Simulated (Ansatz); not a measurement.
# Ca3AsF3: complex band structure, part 2 of 2

Wanted: the relaxed cell of Ca3AsF3, its band edges and its decay constants. It is built by putting F for Cl in the Ca3AsCl3 structure of space group Pm-3m, with the volume rescaled by atomic radii. The parent structure comes from the Materials Project.

Ansatz 0.2.0; LDA DFT, plane waves, PAW files (the session's first sound run).

So far, gap on the k-mesh (eV): step 3 (band edges, LDA) 1.95; step 4 (complex bands, plane (001), k-mesh 6×6×6, LDA) 1.96; step 6 (r2SCAN, cutoff 500 eV) 2.56.

The structure was built from a prototype and need not be the compound's stable phase.

### 7. Complex bands at another level, cutoff 500 eV

This step: r2SCAN DFT, plane waves, PAW files; complex bands by layer matching along the plane's normal (Ansatz 0.2.0).

The complex bands at that level, over its own gap, at (0, 0) and (0.5, 0).

input.yaml

```yaml
crystal:
  lattice:
    - [5.232138206, 0.0, 0.0]
    - [0.0, 5.232138206, 0.0]
    - [0.0, 0.0, 5.232138206]
  atoms:
    - { symbol: Ca, position: [0.5, 0.0, 0.0] }
    - { symbol: Ca, position: [0.0, 0.5, 0.0] }
    - { symbol: Ca, position: [0.0, 0.0, 0.5] }
    - { symbol: As, position: [0.0, 0.0, 0.0] }
    - { symbol: F, position: [0.5, 0.0, 0.5] }
    - { symbol: F, position: [0.5, 0.5, 0.0] }
    - { symbol: F, position: [0.0, 0.5, 0.5] }
kpoints:
  mp_grid: { grid: [6, 6, 6] }
scf:
  occupations: { method: fixed }
hamiltonian:
  xc: r2scan
output:
  eigenvalues: true
  transmission:
    leads: [[0, 0]]
    kpoints: [[0.0, 0.0], [0.5, 0.0]]
    e_range: [-1.0, 3.56]
    de: 0.11
```

Command:

```sh
ansatz run input.yaml --threads 2 --pin off --max-ram 4096MiB --backend cpu --events-out ev --progress --plain --runs-dir out
```

It took 49 s on 2 threads of Arm Neoverse V2, shared host; peak memory 1.2 GiB; 97 s of CPU time.

This step gave:

```
free energy                                               : -12769.6524 eV
Fermi energy                                              : 5.499 eV
gap on the k-mesh                                         : 2.561 eV
level to which the leads are filled                       : 1.281 eV from the Fermi level
decay constant at the filling level, zone centre          : 0.2158 Å⁻¹
decay constant at the filling level, slowest listed point : 0.2158 Å⁻¹
```

K parallel (0, 0); values up to 1.5 1/Å, a degenerate pair printed once or twice; energies at which all values exceed this have no row. Im kz of the slowest decaying states against energy, zero at the highest filled level on the SCF mesh:

```
energy (eV)  decay 1 (Å⁻¹)  decay 2 (Å⁻¹)  decay 3 (Å⁻¹)  decay 4 (Å⁻¹)
      -1.00          0.435          0.590          0.621          0.955
      -0.67          0.282          0.586          0.624          0.946
      -0.34          0.580          0.624          0.935          0.969
      -0.01          0.571          0.622          0.921          0.966
       0.32          0.129          0.233          0.557          0.619
       0.65          0.174          0.285          0.540          0.614
       0.98          0.200          0.301          0.518          0.607
       1.20          0.212          0.300          0.501          0.601
       1.53          0.221          0.285          0.470          0.591
       1.86          0.220          0.252          0.433          0.579
       2.19          0.195          0.204          0.391          0.471
       2.52         0.0684          0.149          0.174          0.348
       2.85          0.192          0.315          0.528          0.734
       3.18          0.291          0.359          0.504          0.706
       3.51          0.271          0.405          0.476          0.678
```

K parallel (0, 0). The Re kz of states that move upwards by energy, zero at the highest filled level on the SCF mesh:

```
energy (eV)  channel 1 (Å⁻¹)  channel 2 (Å⁻¹)  channel 3 (Å⁻¹)  channel 4 (Å⁻¹)
      -1.00           -0.294                -                -                -
      -0.78           -0.248                -                -                -
      -0.56           -0.201                -                -                -
      -0.34           -0.375           -0.375           -0.150                -
      -0.12           -0.183           -0.183          -0.0856                -
      -0.01          -0.0489          -0.0489          -0.0239                -
       0.10                -                -                -                -
       0.32                -                -                -                -
       0.54                -                -                -                -
       0.76                -                -                -                -
       0.98                -                -                -                -
       1.20                -                -                -                -
       1.53                -                -                -                -
       1.75                -                -                -                -
       1.97                -                -                -                -
       2.19                -                -                -                -
       2.41                -                -                -                -
       2.63           0.0907           0.0907            0.242                -
       2.85            0.123            0.193            0.193                -
       3.07            0.223            0.267            0.267                -
       3.29            0.301            0.334            0.334                -
       3.51            0.370            0.404            0.404                -
```

K parallel (0.5, 0); values up to 1.5 1/Å, a degenerate pair printed once or twice; energies at which all values exceed this have no row. Im kz of the slowest decaying states against energy, zero at the highest filled level on the SCF mesh:

```csv
energy (eV),decay 1 (Å⁻¹),decay 2 (Å⁻¹),decay 3 (Å⁻¹),decay 4 (Å⁻¹)
-1.00,0.257,0.552,0.634,0.952
-0.78,0.565,0.635,0.954,0.987
-0.56,0.574,0.635,0.954,0.984
-0.34,0.0979,0.179,0.579,0.634
-0.12,0.159,0.271,0.582,0.632
-0.01,0.180,0.297,0.582,0.631
0.10,0.198,0.316,0.582,0.630
0.32,0.226,0.341,0.581,0.626
0.54,0.247,0.355,0.577,0.622
0.76,0.265,0.360,0.572,0.617
0.98,0.278,0.359,0.565,0.612
1.20,0.289,0.352,0.556,0.605
1.53,0.301,0.332,0.539,0.593
1.75,0.307,0.312,0.526,0.585
1.97,0.285,0.311,0.511,0.575
2.19,0.251,0.313,0.494,0.564
2.41,0.204,0.313,0.473,0.552
2.63,0.133,0.311,0.450,0.539
2.85,0.308,0.423,0.524,0.737
3.07,0.301,0.390,0.508,0.655
3.29,0.292,0.349,0.491,0.563
3.51,0.278,0.296,0.446,0.472
```

At the listed wavevectors the last open channel is at -0.01 eV and the next at +2.63 eV on the grid. At +1.31 eV, the grid energy nearest the filling level (the middle of the gap on the SCF mesh), the slowest state at the listed wavevectors decays with κ = 0.216 Å⁻¹, its amplitude falling by e over 4.6 Å; the first such run, plane (001), gave 0.181 Å⁻¹.

### 8. What came out

| Item | Value |
| --- | --- |
| band gap | 1.95 eV |
| least decay constant at mid-gap, normal to (001) | 0.181 Å⁻¹ |
| least decay constant on a mesh, normal to (001) | 0.180 Å⁻¹ |
| least decay constant, r2SCAN | 0.216 Å⁻¹ |

In words: With LDA, the slowest decay at the wavevectors tried is κ = 0.181 Å⁻¹, normal to (001). Through such a film the transmission near mid-gap falls as exp(−2κd), a factor of ten every 6.4 Å. A free electron under a barrier of half the gap would need a mass of 0.13 mₑ to decay at this rate. With r2SCAN the gap goes from 1.95 to 2.56 eV and the decay constant, over the first 2 listed wavevectors, from 0.181 to 0.216 Å⁻¹. The compound is made up by substitution; its stability against other phases and against distortions of the cell's symmetry was not tested. A semilocal functional narrows gaps, so real decay constants are likely larger.

[Logs are printed without paths, hosts, clocks, repeated set-up lines and the standing remarks that a program may print on its own settings, such as how far it seeks lower states.]

[Hosts, paths, dates, database ids (printed as entryN), source tags and the programs' standing remarks are cut or masked in the printed files.]
